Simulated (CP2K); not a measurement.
Carboxyacetonitrile has these distinct C atoms: C2 (bonded to C and N), C3 (bonded to 2 C and 2 H) and C4 (bonded to C and 2 O).

```xyz
9

N    -2.2762    1.2712    1.2041
C    -1.5463    0.6675    0.5308
C    -0.6436   -0.0948   -0.3174
C     0.8033   -0.0392    0.1607
O     1.2248    0.5617    1.1232
O     1.5849   -0.7830   -0.6702
H    -0.9583   -1.1487   -0.3583
H    -0.6862    0.2760   -1.3528
H     2.4976   -0.7107   -0.3201
```

Their partial C K spectra (CP2K XAS_TDP, all-electron GAPW, PBEh(45%), aug-cc-pVDZ, TDA, GW2X-corrected core level, no relativity) are given in random order, each times the number of alike atoms.

Gaussian full width 0.5 eV, oscillator strength per eV, alike atoms added, rows of zeros left out:

```csv
E (eV),curve 1,curve 2,curve 3
288.75,0.000,0.000,0.012
289.00,0.000,0.000,0.094
289.25,0.000,0.000,0.194
289.50,0.000,0.000,0.108
289.75,0.000,0.000,0.016
290.00,0.000,0.011,0.001
290.25,0.000,0.079,0.000
290.50,0.001,0.140,0.000
290.75,0.004,0.063,0.000
291.00,0.005,0.007,0.000
291.25,0.008,0.000,0.000
291.50,0.021,0.000,0.000
291.75,0.021,0.000,0.001
292.00,0.023,0.000,0.001
292.25,0.017,0.000,0.001
292.50,0.004,0.000,0.000
292.75,0.004,0.000,0.000
293.00,0.023,0.000,0.001
293.25,0.051,0.000,0.001
293.50,0.078,0.000,0.002
293.75,0.069,0.000,0.008
294.00,0.019,0.000,0.016
294.25,0.004,0.000,0.018
294.50,0.010,0.000,0.013
294.75,0.021,0.001,0.011
295.00,0.025,0.004,0.008
295.25,0.032,0.013,0.004
295.50,0.053,0.026,0.006
295.75,0.057,0.017,0.006
296.00,0.033,0.012,0.003
296.25,0.011,0.012,0.002
296.50,0.003,0.004,0.001
296.75,0.007,0.003,0.001
297.00,0.018,0.015,0.004
297.25,0.014,0.041,0.008
297.50,0.011,0.038,0.009
297.75,0.020,0.025,0.008
298.00,0.015,0.016,0.011
298.25,0.005,0.006,0.010
298.50,0.006,0.005,0.007
298.75,0.006,0.018,0.006
299.00,0.007,0.030,0.003
299.25,0.012,0.019,0.004
```

Which curve belongs to which atom?

Curve 1: C3 (bonded to 2 C and 2 H), leading line at 291.57 eV (f = 0.011 an atom), ionisation energy 294.58 eV, term value 3.01 eV. Curve 2: C4 (bonded to C and 2 O), leading line at 290.48 eV (f = 0.076 an atom), ionisation energy 297.66 eV, term value 7.18 eV. Curve 3: C2 (bonded to C and N), leading line at 289.22 eV (f = 0.052 an atom), ionisation energy 294.26 eV, term value 5.04 eV. The leading line of an atom is its first one with 35 % of the strongest within 2.5 eV of its lowest line over the strength cut. A line lies at the core ionisation energy, which rises as an atom loses charge to its neighbours or to a π system, less the term value, which is large for a low π* or σ* orbital with weight on that atom.

[Banner, clock and machine lines of the logs are left out without a mark of their own.]

[Logs are printed without paths, hosts, clocks, repeated set-up lines and the standing remarks that a program may print on its own settings, such as how far it seeks lower states.]

[Hosts, paths, dates, database ids (printed as entryN), source tags and the programs' standing remarks are cut or masked in the printed files.]
